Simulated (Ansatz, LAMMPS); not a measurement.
# A frame of amorphous polythiophene (as short chains C30S7H20) from 400 K (114 atoms): where an added charge goes, part 3 of 4

Does an extra electron or hole in a frame of amorphous polythiophene (as short chains C30S7H20) from 400 K (114 atoms) stay spread out, or do the atoms trap it?

Ansatz 0.2.0; Kohn-Sham DFT, r2SCAN+D4, PAW (set soft_2), plane waves.

The cell: 60 C, 14 S and 40 H. The network of contacts between molecules at the start is that of the classical potential that made the cell. Sampling is at Γ alone, for a cell whose shortest periodic width is 12 Å.

So far. Step 3 (Relaxation): The relaxation converged after 31 steps, 5.77 eV below its start, with a largest force component of 0.014 eV/Å. Step 5 (An extra electron, atoms held): An extra electron, atoms held: the energy stands 3.07 eV above that of the reference, with a moment of 1.00 μB.

### Step 6. An extra electron, atoms relaxed

The atoms now respond to the charge; the energy gained comes from screening by the atoms, from trapping if the charge localises, and from any strain left in the reference.

The input, input.yaml:

```yaml
crystal:
  lattice:
    - [11.61522, 0.0, 0.0]
    - [0.0, 11.61522, 0.0]
    - [0.0, 0.0, 11.61522]
  atoms:
    [... the 114 atom lines of step 4 ...]
total_charge: -1
kpoints:
  mp_grid: { grid: [1, 1, 1] }
hamiltonian:
  xc: r2scan
  dispersion: d4
scf:
  occupations: { method: fermi_dirac, width: 0.01 }
  lower_state_search: "off"
output:
  forces: true
magnetization:
  spin_polarized: true
  initial_magnetization: 1
relax:
  f_tol: 0.05
  max_steps: 90
```

The run is started by

```
> ansatz run input.yaml --threads 4 --pin off --max-ram 8192MiB --backend cpu --events-out ev --progress --plain --runs-dir out
```

Numbers of over 12 decimals in the logs are rounded to 6 here.

The log of the run:

```text
[...]
Crystal: 114 atoms, lattice volume = 1567.048 Å³
Basis set: ecut = 500 eV, 39607 PW (Γ), exchange–correlation on 360×360×360 points (64 copies of the dense FFT grid, shifted against one another)
Bands: 297, of which v1, the nominal top of the filled ones, is band 183 counted from 1 (182 counted from 0)
Symmetry: 1 space group operations
[...]
k-points: 1
[...]
Starting moments: Σ|m| = 1 μB on 114 of 114 sites
[...]
SCF iter   1: F=-28322.007308 eV  HF=-28467.410652 eV  |F-HF|=1.45e2  |Δ(HF+E_count)|=         —  Δρ=4.88e-2 (↑4.83e-2 ↓4.88e-2)  dr2=2.05e2  dr2_τ=6.71e0  dr2_m=1.38e-2  M=1.000 μB ∫|m|=1.016 μB  β_m=1.00  ethr=3.10e-3  ⟨swp⟩=6.0  Hψ=2754  notcnv=0  defer=71
[...]
SCF iter   2: F=-28396.555299 eV  HF=-28426.360762 eV  |F-HF|=2.98e1  |Δ(HF+E_count)|=         —  Δρ=2.98e-2 (↑2.98e-2 ↓2.98e-2)  dr2=5.60e1  dr2_τ=4.85e-1  dr2_m=6.93e-3  M=0.990 μB ∫|m|=1.133 μB  β_m=0.30  ethr=3.10e-3  ⟨swp⟩=3.0  Hψ=1078  notcnv=0  defer=218
[...]
SCF iter   9: F=-28412.725696 eV  HF=-28412.723530 eV  |F-HF|=2.17e-3  |Δ(HF+E_count)|=   5.84e-3  Δρ=2.05e-4 (↑2.05e-4 ↓1.79e-4)  dr2=7.47e-4  dr2_τ=7.85e-6  dr2_m=4.02e-4  M=0.998 μB ∫|m|=1.279 μB  β_m=1.20  ethr=1.04e-6  ⟨swp⟩=2.5  Hψ=643  notcnv=0  defer=216
[...]
SCF iter  11: F=-28412.726615 eV  HF=-28412.725677 eV  |F-HF|=9.38e-4  |Δ(HF+E_count)|=   4.42e-4  Δρ=8.99e-5 (↑8.95e-5 ↓8.99e-5)  dr2=4.37e-4  dr2_τ=9.01e-6  dr2_m=6.56e-5  M=0.999 μB ∫|m|=1.382 μB  β_m=1.20  ethr=2.05e-7  ⟨swp⟩=2.0  Hψ=741  notcnv=0  defer=216  κ⁻¹=2.9e-1(r=2)
[...]
SCF iter  15: F=-28412.727102 eV  HF=-28412.727090 eV  |F-HF|=1.23e-5  |Δ(HF+E_count)|=   7.41e-5  Δρ=7.75e-6 (↑6.69e-6 ↓7.75e-6)  dr2=3.07e-6  dr2_τ=6.05e-8  dr2_m=3.98e-7  M=0.999 μB ∫|m|=1.501 μB  β_m=1.20  ethr=3.96e-9  ⟨swp⟩=1.0  Hψ=1347  notcnv=0  κ⁻¹=7.4e-4(r=6)
SCF iter  16: F=-28412.727104 eV  HF=-28412.727101 eV  |F-HF|=3.19e-6  |Δ(HF+E_count)|=   1.12e-5  Δρ=3.51e-6 (↑3.17e-6 ↓3.51e-6)  dr2=5.29e-7  dr2_τ=7.05e-9  dr2_m=4.50e-8  M=0.999 μB ∫|m|=1.497 μB  ethr=8.40e-10  ⟨swp⟩=1.0  Hψ=1347  notcnv=0
SCF 1 converged in 16 iterations: F = -28412.727104 eV  dr2 = 5.29e-7
[...]
relax step   1: F+E_penalty+E_count = -28412.72710403 eV  Δ(F+E_penalty+E_count) = +0.000e0 eV  max|allowed force component| = 6.271e-1 eV/Å  Δτ_max = 0.0000 Å  (16 SCF iters, dr2 threshold 6.25e-5 eV, accepted)
[...]
relax step   2: F+E_penalty+E_count = -28412.75969832 eV  Δ(F+E_penalty+E_count) = -3.259e-2 eV  max|allowed force component| = 3.541e-1 eV/Å  Δτ_max = 0.0530 Å  (9 SCF iters, dr2 threshold 2.46e-5 eV, accepted)
[...]
relax step   3: F+E_penalty+E_count = -28412.77681991 eV  Δ(F+E_penalty+E_count) = -1.712e-2 eV  max|allowed force component| = 7.210e-2 eV/Å  Δτ_max = 0.0604 Å  (9 SCF iters, dr2 threshold 7.84e-6 eV, accepted)
[...]
relax step   4: F+E_penalty+E_count = -28412.77879035 eV  Δ(F+E_penalty+E_count) = -1.970e-3 eV  max|allowed force component| = 1.121e-1 eV/Å  Δτ_max = 0.0451 Å  (12 SCF iters, accepted)
[...]
relax step   5: F+E_penalty+E_count = -28412.78296832 eV  Δ(F+E_penalty+E_count) = -4.178e-3 eV  max|allowed force component| = 5.586e-2 eV/Å  Δτ_max = 0.0222 Å  (11 SCF iters, accepted)
[...]
relax step   6: F+E_penalty+E_count = -28412.76489053 eV  Δ(F+E_penalty+E_count) = +1.808e-2 eV  max|allowed force component| = 2.278e-1 eV/Å  Δτ_max = 0.2000 Å  (13 SCF iters, rejected (line search))
[...]
relax step   7: F+E_penalty+E_count = -28412.78604003 eV  Δ(F+E_penalty+E_count) = -3.072e-3 eV  max|allowed force component| = 2.599e-2 eV/Å  Δτ_max = 0.0491 Å  (13 SCF iters, accepted)
[...]
SCF iter   2: F=-28412.786040 eV  HF=-28412.786040 eV  |F-HF|=2.76e-8  |Δ(HF+E_count)|=   1.40e-8  Δρ=3.82e-7 (↑3.81e-7 ↓3.82e-7)  dr2=8.90e-9  dr2_τ=6.92e-11  dr2_m=6.71e-12  M=0.999 μB ∫|m|=1.522 μB  ethr=4.22e-12  ⟨swp⟩=2.0  Hψ=964  notcnv=0
SCF 8 converged in 2 iterations: F = -28412.786040 eV  dr2 = 8.90e-9
SCF converged after 2 iterations
Stability not checked: this state was not tested for a lower state beside it, because the mixer in use, unlike msr1, does not test its closes by its own steps (another_mixer; see scf.mixing.algorithm and scf.lower_state_search)
Magnetization: 0.9990 μB (182.9995 up, 182.0005 down)
Absolute magnetization: 1.5216 μB (∫|ρ↑−ρ↓|, with the PAW one-centre terms)
[...]
Per-site moments (μB) at R_I (Å): [(-0.000773453, 0.449667), (0.018955, 0.565226), (-0.00440286, 0.446404), (0.011906, 0.446323), (-0.00721051, 0.570605), [...]
Free energy (F): -28412.786040 eV
[...]
Internal energy: -28412.785944 eV  (E = F + TS)
E sigma→0 (E₀):  -28412.785992 eV
Entropy (-TS):   -0.000096 eV (-0.001 meV/atom)
Fermi energy:    3.110083 eV
[...]
Σ components = -28412.786040   (vs F -28412.786040, Δ=0.00e0)
--- Forces (eV/Å), atoms counted from 1 ---
  atom   1  C      0.00245525     0.00248983     0.00349623
  atom   2  C     -0.00373676     0.00131951    -0.00559574
  atom   3  C      0.00413993     0.00603483     0.00236446
  atom   4  C     -0.00028487     0.00003992    -0.01066460
[...]
atom 114  H     -0.00189042     0.00420675     0.00028877
  max |Σ_I F_I| component: 6.65e-5 eV/Å
--- Relaxed structure (7 steps of the walk, 6 accepted, 0 SCFs on fresh bases) ---
  F+E_penalty+E_count = -28412.78604003 eV   max|allowed force component| = 2.599e-2 eV/Å
  atoms:
    - { symbol: C, position: [0.124459, 0.332878, 0.051722] }
    - { symbol: C, position: [0.191026, 0.287141, 0.952169] }
    - { symbol: C, position: [0.293834, 0.229285, 0.951885] }
    - { symbol: C, position: [0.331401, 0.195146, 0.841320] }
[...]
- { symbol: H, position: [0.703169, 0.353960, 0.879302] }
```

Wall time 14 min (4 threads of Arm Neoverse V2, shared host); peak memory 5.5 GiB; 55 min of CPU time.

The relaxation converged after 7 steps, 0.0589 eV below its start, with a largest force component of 0.026 eV/Å.

An extra electron, atoms relaxed: the energy stands 3.01 eV above that of the reference, with a moment of 1.00 μB.

### Step 7. An extra electron, levels at the relaxed geometry

A single point at the new geometry gives levels and spin density.

The input, input.yaml:

```yaml
crystal:
  lattice:
    - [11.61522, 0.0, 0.0]
    - [0.0, 11.61522, 0.0]
    - [0.0, 0.0, 11.61522]
  atoms:
    - { symbol: C, position: [0.12446, 0.33288, 0.05172] }
    - { symbol: C, position: [0.19103, 0.28714, 0.95217] }
    - { symbol: C, position: [0.29383, 0.22928, 0.95188] }
    - { symbol: C, position: [0.3314, 0.19515, 0.84132] }
    - { symbol: C, position: [0.25619, 0.22592, 0.75426] }
    - { symbol: S, position: [0.14104, 0.30207, 0.8126] }
    [... 102 atom lines left out ...]
    - { symbol: H, position: [0.01286, 0.28777, 0.40201] }
    - { symbol: H, position: [0.88613, 0.18943, 0.27646] }
    - { symbol: H, position: [0.76835, 0.13102, 0.0943] }
    - { symbol: H, position: [0.58481, 0.34345, 0.97312] }
    - { symbol: H, position: [0.65733, 0.21773, 0.92751] }
    - { symbol: H, position: [0.70317, 0.35396, 0.8793] }
total_charge: -1
kpoints:
  mp_grid: { grid: [1, 1, 1] }
hamiltonian:
  xc: r2scan
  dispersion: d4
scf:
  occupations: { method: fermi_dirac, width: 0.01 }
  lower_state_search: "off"
output:
  forces: true
  stress: true
  populations: true
  dos:
    method: { smearing: { sigma: 0.08 } }
    de: 0.1
    projected: { site_lists: { C: [C], H: [H], S: [S] } }
  eigenvalues: true
  write_density: true
  write_potential: true
  volumetric_format: npy
magnetization:
  spin_polarized: true
  initial_magnetization: 1
```

The log of the run:

```text
[...]
Crystal: 114 atoms, lattice volume = 1567.048 Å³
Basis set: ecut = 500 eV, 39607 PW (Γ), exchange–correlation on 360×360×360 points (64 copies of the dense FFT grid, shifted against one another)
Bands: 297, of which v1, the nominal top of the filled ones, is band 183 counted from 1 (182 counted from 0)
Symmetry: 1 space group operations
[...]
k-points: 1
[...]
Starting moments: Σ|m| = 1 μB on 114 of 114 sites
[...]
SCF iter   1: F=-28322.194783 eV  HF=-28467.226854 eV  |F-HF|=1.45e2  |Δ(HF+E_count)|=         —  Δρ=4.87e-2 (↑4.83e-2 ↓4.87e-2)  dr2=2.05e2  dr2_τ=6.69e0  dr2_m=1.86e-2  M=1.000 μB ∫|m|=1.017 μB  β_m=1.00  ethr=3.10e-3  ⟨swp⟩=6.0  Hψ=2760  notcnv=0  defer=74
[...]
SCF iter  19: F=-28412.786032 eV  HF=-28412.786032 eV  |F-HF|=2.81e-8  |Δ(HF+E_count)|=   2.25e-7  Δρ=2.27e-7 (↑2.27e-7 ↓2.23e-7)  dr2=3.37e-9  dr2_τ=3.01e-11  dr2_m=9.17e-11  M=0.999 μB ∫|m|=1.522 μB  ethr=4.05e-12  ⟨swp⟩=6.0  Hψ=3028  notcnv=0
SCF 1 converged in 19 iterations: F = -28412.786032 eV  dr2 = 3.37e-9
[...]
SCF converged after 19 iterations
Magnetization: 0.9990 μB (182.9995 up, 182.0005 down)
Absolute magnetization: 1.5216 μB (∫|ρ↑−ρ↓|, with the PAW one-centre terms)
[...]
Per-site moments (μB) at R_I (Å): [(-0.000773732, 0.449668), (0.018961, 0.565202), (-0.00440396, 0.446411), (0.011911, 0.446339), (-0.00721316, 0.570600), [...]
Free energy (F): -28412.786032 eV
[...]
Internal energy: -28412.785937 eV  (E = F + TS)
E sigma→0 (E₀):  -28412.785984 eV
Entropy (-TS):   -0.000096 eV (-0.001 meV/atom)
Fermi energy:    3.110078 eV
[...]
--- Forces (eV/Å), atoms counted from 1 ---
  atom   1  C      0.00238694     0.00197355     0.00408998
  atom   2  C     -0.00721229     0.00281483    -0.00746704
  atom   3  C      0.00611750     0.00627264     0.00583376
  atom   4  C      0.00192653    -0.00208189    -0.01269892
  atom   5  C     -0.00230590     0.00524403     0.01255406
  atom   6  S      0.00503528    -0.00975621     0.00180943
  atom   7  C     -0.00246484    -0.00556887    -0.01522423
  atom   8  C      0.00048101     0.00598462     0.01145962
  atom   9  C      0.01297303    -0.00261991    -0.01150093
  atom  10  C     -0.01603227     0.00565643     0.01578893
  atom  11  S     -0.00080177    -0.00065611    -0.00531391
  atom  12  C      0.01275808    -0.00276218    -0.01983755
  atom  13  C     -0.00257407     0.00334047     0.01599134
  atom  14  C      0.02153162    -0.00378551    -0.00110207
[...]
atom 113  H      0.00345515     0.00092734     0.00047678
  atom 114  H     -0.00166351     0.00416706     0.00022423
  max |Σ_I F_I| component: 3.78e-5 eV/Å
--- Stress (GPa, compression-positive) ---
       -0.172054      -0.090568      -0.021730
       -0.090569      -0.283873      -0.052893
       -0.021730      -0.052893      -0.516961
  P = ⅓ Tr σ = -0.3243 GPa (-3.243 kbar)
--- Band table (eV) ---
[...]
--- Löwdin populations: 114 sites ---
  site symbol       q [e]    m [muB]
     0      C      4.4593    -0.0037
     1      C      4.1030     0.0502
     2      C      4.1727    -0.0230
[...]
113      H      0.8032     0.0001
  spilling = 0.012682 (of n_electrons = 365.000000)
```

Wall time 3.5 min (4 threads); peak memory 5.5 GiB.

An extra electron, levels at the relaxed geometry: the energy stands 3.01 eV above that of the reference, with a moment of 1.00 μB.

The levels nearest the highest filled one (over half full), pooled over k-points and spins:

| level less the highest filled one (eV) | occupation |
| --- | --- |
| -1.43 | 1 |
| -1.34 | 1 |
| -1.25 | 1 |
| 0 | 0.999 |
| 0.151 | 0 |
| 0.171 | 0 |
| 0.297 | 0 |
| 0.523 | 0 |

Spin density in the ac plane at fractional y = 0.146, with atoms of C and S and H within 0.2 Å of it.

Ten even steps from '0' (-1.14 × 1e-2 e/Å³) to '9' (4.65 × 1e-2 e/Å³), each cell a mean:
```
111122111111111111111111111111111
111112111122211111111111111111111
221111112343211111111111111221112
222211122475211111111111111111122
222211111243211111111111111111112
222211111112111111111111222111111
111112223221111111111112223422111
111112357521111111111112224534221
111111259731122111111111222223221
111110023311222111111111111111111
121110011111221111112211111111111
222222322111211111112211111111222
222224752111111111222211111111122
111223532122222112222211111111111
111111121123432112222222111111111
111111111124873122332222221111111
111111111123552112222222222211111
111111111111111112222222222211111
111111111111111111111111122211111
111111112222222211122111111111111
111111112222222211122211111111111
111111111222222211111111111111111
111112111112222211111111111111111
111122211111111111111111111111111
```
Columns run along a (11.6 Å), rows up along c (11.6 Å). Atoms in or near the plane, at fractional coordinates: C at (0.20, 0.45), C at (0.32, 0.43), S at (0.39, 0.57), H at (0.41, 0.83), H at (0.14, 0.37), C at (0.85, 0.68), C at (0.90, 0.79), H at (0.77, 0.09).

### Step 8. Neutral at the geometry of the electron

The neutral cell at the new geometry gives the energy of that geometry without the charge.

The input, input.yaml:

```yaml
crystal:
  lattice:
    - [11.61522, 0.0, 0.0]
    - [0.0, 11.61522, 0.0]
    - [0.0, 0.0, 11.61522]
  atoms:
    [... the 114 atom lines of step 7 ...]
kpoints:
  mp_grid: { grid: [1, 1, 1] }
hamiltonian:
  xc: r2scan
  dispersion: d4
scf:
  occupations: { method: gaussian, width: 0.05 }
output:
  forces: true
  stress: true
  populations: true
  dos:
    method: { smearing: { sigma: 0.08 } }
    de: 0.1
    projected: { site_lists: { C: [C], H: [H], S: [S] } }
  eigenvalues: true
```

The log of the run:

```text
[...]
Crystal: 114 atoms, lattice volume = 1567.048 Å³
Basis set: ecut = 500 eV, 39607 PW (Γ), exchange–correlation on 360×360×360 points (64 copies of the dense FFT grid, shifted against one another)
Bands: 296, of which v1, the nominal top of the filled ones, is band 182 counted from 1 (181 counted from 0)
Symmetry: 1 space group operations
[...]
k-points: 1
[...]
SCF iter   1: F=—  HF=-28416.001585 eV  |F-HF|=—  |Δ(HF+E_count)|=         —  Δρ=7.26e-3  dr2=1.09e0  dr2_τ=1.27e1  ethr=1.77e-3  ⟨swp⟩=5.0  Hψ=1242  notcnv=0  defer=100
[...]
SCF iter  10: F=-28415.744840 eV  HF=-28415.744839 eV  |F-HF|=1.42e-7  |Δ(HF+E_count)|=   8.65e-7  Δρ=1.46e-6  dr2=6.28e-8  dr2_τ=4.57e-9  ethr=2.75e-11  ⟨swp⟩=19.0  Hψ=2404  notcnv=0
SCF 1 converged in 10 iterations: F = -28415.744840 eV  dr2 = 6.28e-8
[...]
SCF converged after 10 iterations
Free energy (F): -28415.744840 eV
[...]
Internal energy: -28415.744840 eV  (E = F + TS)
E sigma→0 (E₀):  -28415.744840 eV
Fermi energy:    2.325133 eV
[...]
--- Forces (eV/Å), atoms counted from 1 ---
  atom   1  C      0.00081836     0.01941077     0.03068194
  atom   2  C     -0.09187960     0.02576933    -0.16382703
  atom   3  C      0.06165422    -0.05249068    -0.00903512
  atom   4  C     -0.11854142     0.01126842    -0.10696877
  atom   5  C     -0.00061383     0.13608135     0.41278336
  atom   6  S      0.08604478    -0.05448472     0.03475711
  atom   7  C      0.07606194    -0.16329598    -0.43384059
  atom   8  C      0.04607921     0.04937440     0.26770349
  atom   9  C      0.37682426    -0.14430919    -0.17761628
  atom  10  C     -0.36812051     0.29458143     0.53135207
  atom  11  S     -0.24370294     0.04110396    -0.05858795
  atom  12  C      0.35380297    -0.21131981    -0.59445009
  atom  13  C     -0.06213207     0.11948364     0.41508759
  atom  14  C      0.44759477    -0.15396054    -0.01035359
[...]
atom 113  H      0.00484754    -0.00817882    -0.00469972
  atom 114  H      0.00261687     0.01410899    -0.00144643
  max |Σ_I F_I| component: 1.48e-4 eV/Å
--- Stress (GPa, compression-positive) ---
       -0.217122      -0.036253      -0.144985
       -0.036253      -0.171813      -0.136727
       -0.144985      -0.136727      -0.635425
  P = ⅓ Tr σ = -0.3415 GPa (-3.415 kbar)
--- Band table (eV) ---
[...]
--- Löwdin populations: 114 sites ---
  site symbol       q [e]
     0      C      4.4574
     1      C      4.0817
     2      C      4.1674
[...]
113      H      0.8020
  spilling = 0.012720 (of n_electrons = 364.000000)
```

Wall time 46 s (4 threads); peak memory 4 GiB; 3 min of CPU time.

Neutral at the geometry of the electron: the energy stands 0.0524 eV above that of the reference.

(Part 3 of 4 ends here.)

[Logs are printed without paths, hosts, clocks, repeated set-up lines and the standing remarks that a program may print on its own settings, such as how far it seeks lower states.]

[Hosts, paths, dates, database ids (printed as entryN), source tags and the programs' standing remarks are cut or masked in the printed files.]
